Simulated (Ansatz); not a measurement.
# From spin parameters to the magnetic ion

A crystal has the composition Cs2KMF6, where M is a 4d element. A calculation (PBE+U, spin-orbit coupling in second variation, Ansatz) gives:

| Property | Result |
| --- | --- |
| S | 3/2 |
| g | 1.9510 (isotropic) |
| moment in its sphere | 1.78 μB |

Q: Name the magnetic ion and its oxidation state.

The crystal is Cs2KMoF6, space group Fm-3m. The spin sits on Mo, with 6 F at 2.11 Å round it. With the usual charges of the other elements M must be +3. Ions of this row are low-spin as a rule, so S = 3/2 at that charge points to d3: Mo³⁺ d³. The shift is negative: in a shell less than half full the orbital moment opposes the spin.

[Hosts, paths, dates, database ids (printed as entryN), source tags and the programs' standing remarks are cut or masked in the printed files.]
